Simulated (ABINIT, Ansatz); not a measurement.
## CsCdCl3 (Pm-3m): G0W0 on several meshes in ABINIT

Aim: the GW shift of CsCdCl3 (Pm-3m) against the k mesh.

Method: LDA and many-body steps on it, plane waves, in ABINIT 10.8.3.

The database entry behind the starting cell is an old determination (1928), so it need not match the best structure at ambient conditions.

## Step 1: Starting point

It takes space group Pm-3m (No. 221, cubic). The conventional cell has a = 5.200 Å, b = 5.200 Å, c = 5.200 Å, α = 90.00°, β = 90.00°, γ = 90.00°. Nearest to Cs lie 12 Cl at 3.68 Å. Cd has 6 Cl at 2.60 Å nearest. Nearest to Cl lie 2 Cd at 2.60 Å and 4 Cs at 3.68 Å. Farther neighbours and most contacts between anions are not listed.

The cell and positions come from the Crystallography Open Database and are kept as given unless a step says otherwise. Spin-orbit coupling is left out unless a step names it.

## Step 2: Empty states on the mesh, 2×2×2 mesh, 488 bands

This step: ABINIT 10.8.3; DFT, LDA, plane waves, norm-conserving pseudopotentials.

The sums over transitions need many empty states on a uniform mesh; this step solves for them.

run.abi

```
acell 3*1.0 Angstrom
rprim 
  5.200000000000 0.000000000000 0.000000000000
  0.000000000000 5.200000000000 0.000000000000
  0.000000000000 0.000000000000 5.200000000000
ntypat 3
znucl 55 48 17
natom 5
typat 1 2 3 3 3
xred 
  0.000000000000 0.000000000000 0.000000000000
  0.500000000000 0.500000000000 0.500000000000
  0.000000000000 0.500000000000 0.500000000000
  0.500000000000 0.000000000000 0.500000000000
  0.500000000000 0.500000000000 0.000000000000
pp_dirpath "pseudos"
pseudos "Cs.upf, Cd.upf, Cl.upf"
ecut 47
ngkpt 2 2 2
nshiftk 1
shiftk 0 0 0
kptopt 1
chksymbreak 0
iscf -2
irdden 1
istwfk *1
nband 488
nbdbuf 44
tolwfr 1e-09
nstep 60
prtvol 0
indata_prefix "in"
outdata_prefix "out"
tmpdata_prefix "tmp"
```

The run is started by

```
OMP_NUM_THREADS=1 mpirun -n 4 abinit run.abi > log
```

Numbers of over 12 decimals in the logs are rounded to 6 here.

The log of the run:

```text
.Version 10.8.3 of ABINIT. v10.8.2 released Aug 2026.

 Symmetries : space group Pm -3 m (#221); Bravais cP (primitive cubic)
[... echo of the input left out ...]
== DATASET  1 ==================================================================
-   mpi_nproc: 4, omp_nthreads: 1 (-1 if OMP is not activated)

--- !DatasetInfo
iteration_state: {dtset: 1, }
dimensions: {natom: 5, nkpt: 4, mband: 488, nsppol: 1, nspinor: 1, nspden: 1, mpw: 14604, }
cutoff_energies: {ecut:  47.0, pawecutdg:  -1.0, }
[...]
4.37569    4.37570    4.37649    4.37649    4.37650    4.39096    4.41501    4.41503
   4.41507    4.41759    4.41774    4.43693    4.43701    4.43728    4.44519    4.52520
 prteigrs : prtvol=0 or 1, do not print more k-points.

== END DATASET(S) ==============================================================
================================================================================

 -outvars: echo values of variables after computation  --------
            nband         488
             nkpt           4
          spgroup         221
 [... the other variables as echoed above ...]

 Calculation completed.
```

Run time: 14 min. Hardware: 4 MPI ranks of Intel Xeon Platinum 8375C at 2.90GHz (Ice Lake), shared host; peak memory 0.95 GiB.

Numbers from this step:

```yaml
gap: 1.511 eV
k_of_the_valence_top: 0.5, 0.5, 0.5
k_of_the_conduction_bottom: 0, 0, 0
least_direct_gap: 2.094 eV
k_points_computed: 4
lowest_point_of_the_top_converged_band_above_the_valence_top: 111.0061 eV
```

On this mesh the gap is 1.511 eV.

The density comes from a self-consistent run that is not shown.

## Step 3: Screening, 2×2×2 mesh, 196 bands, screening to 141.5 eV

The RPA dielectric matrix is built and inverted for each q.

This step: RPA screening on LDA, plane waves, norm-conserving pseudopotentials.

Edit run.abi of step 2 so:

```diff
@@ -23,10 +23,11 @@
 chksymbreak 0
-iscf -2
-irdden 1
 istwfk *1
-nband 488
-nbdbuf 44
-tolwfr 1e-09
-nstep 60
-prtvol 0
+occopt 1
+irdwfk 1
+optdriver 3
+nband 196
+ecuteps 5.2
+inclvkb 2
+awtr 1
+symchi 1
 indata_prefix "in"
```

The log of the run:

```text
.Version 10.8.3 of ABINIT. v10.8.2 released Aug 2026.

 Symmetries : space group Pm -3 m (#221); Bravais cP (primitive cubic)
[... echo of the input left out ...]
== DATASET  1 ==================================================================
-   mpi_nproc: 4, omp_nthreads: 1 (-1 if OMP is not activated)

--- !DatasetInfo
iteration_state: {dtset: 1, }
dimensions: {natom: 5, nkpt: 4, mband: 196, nsppol: 1, nspinor: 1, nspden: 1, mpw: 14604, }
cutoff_energies: {ecut:  47.0, pawecutdg:  -1.0, }
electrons: {nelect:   5.00000000E+01, charge:   0.00000000E+00, occopt:   1.00000000E+00, tsmear:   1.00000000E-02, }

 SCREENING: Calculation of the susceptibility and dielectric matrices

 Based on a program developped by R.W. Godby, V. Olevano, G. Onida, and L. Reining.
 Incorporated in ABINIT by V. Olevano, G.-M. Rignanese, and M. Torrent.
.Using double precision arithmetic ; gwpc =  8

[... cell and pseudopotentials left out ...]
--------------------------------------------------------------------------------

 ==== K-mesh for the wavefunctions ====
 Number of points in the irreducible wedge :     4
[... list of points left out ...]
 Together with 48 symmetry operations and time-reversal symmetry
 yields     8 points in the full Brillouin Zone.

 ==== Q-mesh for the screening function ====
 Number of points in the irreducible wedge :     4
[... list of points left out ...]
 Together with 48 symmetry operations and time-reversal symmetry
 yields     8 points in the full Brillouin Zone.

 setmesh: FFT mesh size selected  =    45x   45x   45
          total number of points  =        91125

 vcoul_init : cutoff-mode = AUXILIARY_FUNCTION
 q-points for optical limit:   1
     1)      0.000010    0.000020    0.000030

- screening: taking advantage of time-reversal symmetry
- Maximum band index for partially occupied states nbvw = 25
- Remaining bands to be divided among processors   nbcw = 171
- Number of bands treated by each node ~42

 Number of electrons calculated from density =   50.0000; Expected =   50.0000
 average of density, n =  0.052694
 r_s =    1.6547
 omega_plasma =   22.1430 [eV]

 calculating chi0 at frequencies [eV] :
  1    0.000000E+00    0.000000E+00
  2    0.000000E+00    2.214304E+01

--------------------------------------------------------------------------------
  q-point number  1        q = ( 0.000000, 0.000000, 0.000000) [r.l.u.]
--------------------------------------------------------------------------------
[... chi0 elements left out ...]
 For q-point:  0.000010 0.000020 0.000030
  dielectric constant =   4.5388
  dielectric constant without local fields =   5.0021

  Average fulfillment of the sum rule on Im[epsilon] for q-point    1 :     64.36  [%]
[... wings left out ...]
  q-point number  2        q = ( 0.500000, 0.000000, 0.000000) [r.l.u.]
--------------------------------------------------------------------------------
[... chi0 elements left out ...]
  Average fulfillment of the sum rule on Im[epsilon] for q-point    2 :     69.93  [%]

 [... 2 further q-points ...]
```

It took 100 s on 4 MPI ranks; peak memory 2.8 GiB; 6.6 min of CPU time.

Numbers from this step:

```yaml
eps_infinity_with_local_fields_on_this_mesh_along_the_program_s_q_direction: 4.539
the_same_without_local_fields: 5.002
plasma_frequency: 22.14 eV
plane_waves_in_the_screening_matrix: 515
```

Local fields lower ε∞ by 9 %. On a Γ-centred mesh this coarse the value itself is usually too large, while a short band sum pulls it down.

## Step 4: 2×2×2

The self-energy is evaluated for the states that the input lists, and the levels follow from it, in one-shot runs by the linearised quasiparticle equation.

This step: G0W0 on LDA, plane waves, norm-conserving pseudopotentials.

Edit run.abi of step 3 so:

```diff
@@ -26,8 +26,17 @@
 irdwfk 1
-optdriver 3
+optdriver 4
 nband 196
+gwcalctyp 0
+ecutsigx 47
+symsigma 1
+nkptgw 2
+kptgw 
+  0.5000000000 0.5000000000 0.5000000000
+  0.0000000000 0.0000000000 0.0000000000
+bdgw 
+  24 28
+  23 27
 ecuteps 5.2
-inclvkb 2
-awtr 1
-symchi 1
+irdscr 1
+ppmodel 1
 indata_prefix "in"
```

The log of the run:

```text
.Version 10.8.3 of ABINIT. v10.8.2 released Aug 2026.

 Symmetries : space group Pm -3 m (#221); Bravais cP (primitive cubic)
[... echo of the input left out ...]
== DATASET  1 ==================================================================
-   mpi_nproc: 4, omp_nthreads: 1 (-1 if OMP is not activated)

--- !DatasetInfo
iteration_state: {dtset: 1, }
dimensions: {natom: 5, nkpt: 4, mband: 196, nsppol: 1, nspinor: 1, nspden: 1, mpw: 14604, }
cutoff_energies: {ecut:  47.0, pawecutdg:  -1.0, }
electrons: {nelect:   5.00000000E+01, charge:   0.00000000E+00, occopt:   1.00000000E+00, tsmear:   1.00000000E-02, }

 SIGMA: Calculation of the GW corrections

 Based on a program developped by R.W. Godby, V. Olevano, G. Onida, and L. Reining.
 Incorporated in ABINIT by V. Olevano, G.-M. Rignanese, and M. Torrent.
.Using double precision arithmetic ; gwpc =  8

[... cell and pseudopotentials left out ...]
--------------------------------------------------------------------------------

 ==== K-mesh for the wavefunctions ====
 Number of points in the irreducible wedge :     4
[... list of points left out ...]
 Together with 48 symmetry operations and time-reversal symmetry
 yields     8 points in the full Brillouin Zone.

 ==== Q-mesh for screening function ====
 Number of points in the irreducible wedge :     4
[... list of points left out ...]
 Together with 48 symmetry operations and time-reversal symmetry
 yields     8 points in the full Brillouin Zone.

 vcoul_init : cutoff-mode = AUXILIARY_FUNCTION
 q-points for optical limit:   1
     1)      0.000010    0.000020    0.000030
 setmesh: FFT mesh size selected  =    64x   64x   64
          total number of points  =       262144

 Number of electrons calculated from density =   50.0000; Expected =   50.0000
 average of density, n =  0.052694
 r_s =    1.6547
 omega_plasma =   22.1430 [eV]

 === KS Band Gaps ===
  >>>> For spin  1
   Minimum direct gap =   2.0937 [eV], located at k-point      :   0.0000  0.0000  0.0000
   Fundamental gap    =   1.5109 [eV], Top of valence bands at :   0.5000  0.5000  0.5000
                                       Bottom of conduction at :   0.0000  0.0000  0.0000
 SIGMA fundamental parameters:
 PLASMON POLE MODEL  1
 number of plane-waves for SigmaX                14531
 number of plane-waves for SigmaC and W            515
 number of plane-waves for wavefunctions         14531
 number of bands                                   196
 number of independent spin polarizations            1
 number of spinorial components                      1
 number of k-points in IBZ                           4
 number of q-points in IBZ                           4
 number of symmetry operations                      48
 number of k-points in BZ                            8
 number of q-points in BZ                            8
 number of frequencies for dSigma/dE                 9
 frequency step for dSigma/dE [eV]                0.25
 number of omega for Sigma on real axis              0
 max omega for Sigma on real axis  [eV]           0.00
 zcut for avoiding poles [eV]                     0.10

 EPSILON^-1 parameters (SCR file):
 dimension of the eps^-1 matrix on file            515
 dimension of the eps^-1 matrix used               515
 number of plane-waves for wavefunctions         14531
 number of bands                                   196
 number of q-points in IBZ                           4
 number of frequencies                               2
 number of real frequencies                          1
 number of imag frequencies                          1

 matrix elements of self-energy operator (all in [eV])

 Perturbative Calculation

--- !SelfEnergy_ee
iteration_state: {dtset: 1, }
kpoint     : [   0.500,    0.500,    0.500, ]
spin       : 1
KS_gap     :    5.653
QP_gap     :    7.608
Delta_QP_KS:    1.955
data: !SigmaeeData |
     Band     E0 <VxcDFT>   SigX SigC(E0)      Z dSigC/dE  Sig(E)    E-E0       E
       24   1.681 -17.254 -21.080   2.799   0.792  -0.263 -18.068  -0.814   0.867
       25   1.681 -17.254 -21.080   2.799   0.792  -0.263 -18.068  -0.814   0.867
       26   7.334  -9.931  -5.011  -3.553   0.834  -0.199  -8.790   1.141   8.475
       27   7.334  -9.931  -5.011  -3.553   0.834  -0.199  -8.790   1.141   8.475
       28   7.334  -9.931  -5.011  -3.553   0.834  -0.199  -8.790   1.141   8.475

--- !SelfEnergy_ee
iteration_state: {dtset: 1, }
kpoint     : [   0.000,    0.000,    0.000, ]
spin       : 1
KS_gap     :    2.094
QP_gap     :    4.557
Delta_QP_KS:    2.463
data: !SigmaeeData |
     Band     E0 <VxcDFT>   SigX SigC(E0)      Z dSigC/dE  Sig(E)    E-E0       E
       23   1.098 -14.307 -18.491   2.796   0.786  -0.272 -15.397  -1.091   0.007
       24   1.098 -14.307 -18.491   2.796   0.786  -0.272 -15.397  -1.091   0.007
       25   1.098 -14.307 -18.491   2.796   0.786  -0.272 -15.397  -1.091   0.007
       26   3.192 -13.086  -8.162  -3.257   0.823  -0.215 -11.714   1.372   4.564
       27   7.246  -7.982  -3.357  -3.493   0.847  -0.180  -7.023   0.959   8.205

== END DATASET(S) ==============================================================
================================================================================

 -outvars: echo values of variables after computation  --------
           etotal      0.0000000000E+00
            nband         196
             nkpt           4
          spgroup         221
 [... the other variables as echoed above ...]

 Calculation completed.
```

Run time: 30 s. Hardware: 4 MPI ranks; peak memory 2.3 GiB; 2 min of CPU time.

Numbers from this step:

```
G0W0 gap on the points computed              : 3.697 eV
starting gap on the mesh                     : 1.511 eV
k of the valence top                         : 0.5, 0.5, 0.5
k of the conduction bottom                   : 0, 0, 0
Z at the valence top                         : 0.792
Z at the conduction bottom                   : 0.823
least direct G0W0 gap on the computed points : 4.557 eV
```

The gap on the mesh goes from 1.51 eV to 3.70 eV, a correction of +2.19 eV.

## Step 5: Empty states on the mesh, 4×4×4 mesh, 214 bands

This step: DFT, LDA, plane waves, norm-conserving pseudopotentials.

Edit run.abi of step 4 so:

```diff
@@ -18,3 +18,3 @@
 ecut 47
-ngkpt 2 2 2
+ngkpt 4 4 4
 nshiftk 1
@@ -23,20 +23,10 @@
 chksymbreak 0
+iscf -2
+irdden 1
 istwfk *1
-occopt 1
-irdwfk 1
-optdriver 4
-nband 196
-gwcalctyp 0
-ecutsigx 47
-symsigma 1
-nkptgw 2
-kptgw 
-  0.5000000000 0.5000000000 0.5000000000
-  0.0000000000 0.0000000000 0.0000000000
-bdgw 
-  24 28
-  23 27
-ecuteps 5.2
-irdscr 1
-ppmodel 1
+nband 214
+nbdbuf 18
+tolwfr 1e-09
+nstep 60
+prtvol 0
 indata_prefix "in"
```

The log of the run:

```text
.Version 10.8.3 of ABINIT. v10.8.2 released Aug 2026.

 Symmetries : space group Pm -3 m (#221); Bravais cP (primitive cubic)
[... echo of the input left out ...]
== DATASET  1 ==================================================================
-   mpi_nproc: 4, omp_nthreads: 1 (-1 if OMP is not activated)

--- !DatasetInfo
iteration_state: {dtset: 1, }
dimensions: {natom: 5, nkpt: 10, mband: 214, nsppol: 1, nspinor: 1, nspden: 1, mpw: 14627, }
cutoff_energies: {ecut:  47.0, pawecutdg:  -1.0, }
[...]
2.21200    2.21200    2.24023    2.24023    2.25560    2.25560    2.25560    2.26543
   2.30059    2.30059    2.30059    2.32531    2.32531    2.32531    2.37240    2.37243
   2.37263    2.37754    2.40168    2.40274    2.41318    2.42358
 prteigrs : prtvol=0 or 1, do not print more k-points.

== END DATASET(S) ==============================================================
================================================================================

 -outvars: echo values of variables after computation  --------
            nband         214
             nkpt          10
          spgroup         221
 [... the other variables as echoed above ...]

 Calculation completed.
```

It took 12 min on 4 MPI ranks; peak memory 0.9 GiB.

Numbers from this step:

```
gap                                                           : 1.511 eV
k of the valence top                                          : 0.5, 0.5, 0.5
k of the conduction bottom                                    : 0, 0, 0
least direct gap                                              : 2.094 eV
k points computed                                             : 10
lowest point of the top converged band, above the valence top : 59.2789 eV
```

On this mesh the gap is 1.511 eV.

## Step 6: Screening, 4×4×4 mesh, 196 bands, screening to 141.5 eV

This step: RPA screening on LDA, plane waves, norm-conserving pseudopotentials.

Edit run.abi of step 5 so:

```diff
@@ -23,10 +23,11 @@
 chksymbreak 0
-iscf -2
-irdden 1
 istwfk *1
-nband 214
-nbdbuf 18
-tolwfr 1e-09
-nstep 60
-prtvol 0
+occopt 1
+irdwfk 1
+optdriver 3
+nband 196
+ecuteps 5.2
+inclvkb 2
+awtr 1
+symchi 1
 indata_prefix "in"
```

The log of the run:

```text
.Version 10.8.3 of ABINIT. v10.8.2 released Aug 2026.

 Symmetries : space group Pm -3 m (#221); Bravais cP (primitive cubic)
[... echo of the input left out ...]
== DATASET  1 ==================================================================
-   mpi_nproc: 4, omp_nthreads: 1 (-1 if OMP is not activated)

--- !DatasetInfo
iteration_state: {dtset: 1, }
dimensions: {natom: 5, nkpt: 10, mband: 196, nsppol: 1, nspinor: 1, nspden: 1, mpw: 14627, }
cutoff_energies: {ecut:  47.0, pawecutdg:  -1.0, }
electrons: {nelect:   5.00000000E+01, charge:   0.00000000E+00, occopt:   1.00000000E+00, tsmear:   1.00000000E-02, }

 SCREENING: Calculation of the susceptibility and dielectric matrices

 Based on a program developped by R.W. Godby, V. Olevano, G. Onida, and L. Reining.
 Incorporated in ABINIT by V. Olevano, G.-M. Rignanese, and M. Torrent.
.Using double precision arithmetic ; gwpc =  8

[... cell and pseudopotentials left out ...]
--------------------------------------------------------------------------------

 ==== K-mesh for the wavefunctions ====
 Number of points in the irreducible wedge :    10
[... list of points left out ...]
 Together with 48 symmetry operations and time-reversal symmetry
 yields    64 points in the full Brillouin Zone.

 ==== Q-mesh for the screening function ====
 Number of points in the irreducible wedge :    10
[... list of points left out ...]
 Together with 48 symmetry operations and time-reversal symmetry
 yields    64 points in the full Brillouin Zone.

 setmesh: FFT mesh size selected  =    45x   45x   45
          total number of points  =        91125

 vcoul_init : cutoff-mode = AUXILIARY_FUNCTION
 q-points for optical limit:   1
     1)      0.000010    0.000020    0.000030

- screening: taking advantage of time-reversal symmetry
- Maximum band index for partially occupied states nbvw = 25
- Remaining bands to be divided among processors   nbcw = 171
- Number of bands treated by each node ~42

 Number of electrons calculated from density =   50.0000; Expected =   50.0000
 average of density, n =  0.052694
 r_s =    1.6547
 omega_plasma =   22.1430 [eV]

 calculating chi0 at frequencies [eV] :
  1    0.000000E+00    0.000000E+00
  2    0.000000E+00    2.214304E+01

--------------------------------------------------------------------------------
  q-point number  1        q = ( 0.000000, 0.000000, 0.000000) [r.l.u.]
--------------------------------------------------------------------------------
[... chi0 elements left out ...]
 For q-point:  0.000010 0.000020 0.000030
  dielectric constant =   3.5816
  dielectric constant without local fields =   4.0461

  Average fulfillment of the sum rule on Im[epsilon] for q-point    1 :     64.46  [%]
[... wings left out ...]
  q-point number  2        q = ( 0.250000, 0.000000, 0.000000) [r.l.u.]
--------------------------------------------------------------------------------
[... chi0 elements left out ...]
  Average fulfillment of the sum rule on Im[epsilon] for q-point    2 :     74.19  [%]

 [... 8 further q-points ...]
```

It took 12 min on 4 MPI ranks; peak memory 5.5 GiB.

This step gave:

| Item | Value |
| --- | --- |
| ε∞ with local fields, on this mesh, along the program's q direction | 3.582 |
| the same without local fields | 4.046 |
| plasma frequency | 22.14 eV |
| plane waves in the screening matrix | 515 |

(Part 1 of 2 ends here.)

[Paths, hosts, dates, memory and timing lines, banners, echoed tables and standing remarks are left out of the program output.]

[Logs are printed without paths, hosts, clocks, repeated set-up lines and the standing remarks that a program may print on its own settings, such as how far it seeks lower states.]

[Runs of the session that timed out or met a known fault of the program may be left out.]

[No measured gap is set beside runs whose start may be inverted or whose files or cutoffs have a known fault.]

[Hosts, paths, dates, database ids (printed as entryN), source tags and the programs' standing remarks are cut or masked in the printed files.]

[G0W0 gaps are taken among the corrected bands and points alone; a level outside them can change the order at an edge.]

[Where Ansatz stands beside ABINIT at settings called matched, ABINIT's density can come from a denser mesh and the files from another edition; pairs whose starting gaps differed by over 0.03 eV were left out, so agreement reads better than it is.]
